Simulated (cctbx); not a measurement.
# Lattice, Laue class and space group of a new crystal

Cell: a = 9.6150 Å, b = 17.1490 Å, c = 4.0320 Å, α = 90.00°, β = 90.00°, γ = 90.00°. Expected content of the cell: La6 Sn12 Co18.

Simulated single-crystal data (cctbx): Mo Kα, λ = 0.71073 Å, to d = 0.77 Å, 50 % of the full sphere, strongest reflection 40000 counts, noise from counting, a 4 % proportional error and a noise floor of 4 counts (s.d.); no absorption.

A first pass over the reflections prints:

```text
3031 reflections to d = 0.771 A
centring   violations  <I/sigma> of those
    A        582 of  1515      6.4
    B        582 of  1498      6.4
    C          0 of  1539     -0.0
    I        623 of  1535      6.9
    R        755 of  1979      6.3
    F        582 of  2276      4.2
Laue class    unique    Rint  (classes that these axes allow; Friedel mates merged)
C 1 2/m 1         728   0.030
C 2/m 1 1         732   0.030
C m m m           457   0.032
space group    extra absences  I>4sigma  <I/sigma>
C 2 2 2                 0          0         -  acentric
C m m 2                 0          0         -  acentric
C 2 m m                 0          0         -  acentric
C m 2 m                 0          0         -  acentric
C m m m                 0          0         -  centric
Wilson B = 0.32 A^2   <|E^2-1|> = 0.909 (0.968 centric, 0.736 acentric)   E^2>4: 3.1 %
shell (A)         n   <I/sigma>
 8.58 - 1.54     68     18.9
 1.54 - 1.22     57     20.4
 1.22 - 1.07     54     21.9
 1.07 - 0.97     53     23.7
 0.97 - 0.90     60     20.4
 0.90 - 0.85     57     19.7
 0.85 - 0.81     48     23.6
 0.81 - 0.77     60     22.0
```

Q: Read the symmetry from these tables.

The reflections that C centring forbids are absent (⟨I/σ⟩ near 0), so the lattice is C.

Rint stays low (0.030 to 0.032) up to C m m m, the highest class in these axes.

5 settings pass the absence test. No glide or screw absences show, which leaves C 2 2 2, C m m 2, C 2 m m, C m 2 m and C m m m.

⟨|E²−1|⟩ = 0.909 leans to a centrosymmetric structure. The Wilson B of 0.32 Å² means U ≈ 0.0041 Å².

The true group is Cmmm (no. 65), Laue class mmm, centrosymmetric. The tables only narrow the choice to the tied entries; cell content, site symmetry and trial solutions must settle it.

The model was made for the exercise: a known structure type with other elements put in, its volume estimated, not relaxed; displacement parameters are assumed.

[Logs are printed without paths, hosts, clocks, repeated set-up lines and the standing remarks that a program may print on its own settings, such as how far it seeks lower states.]
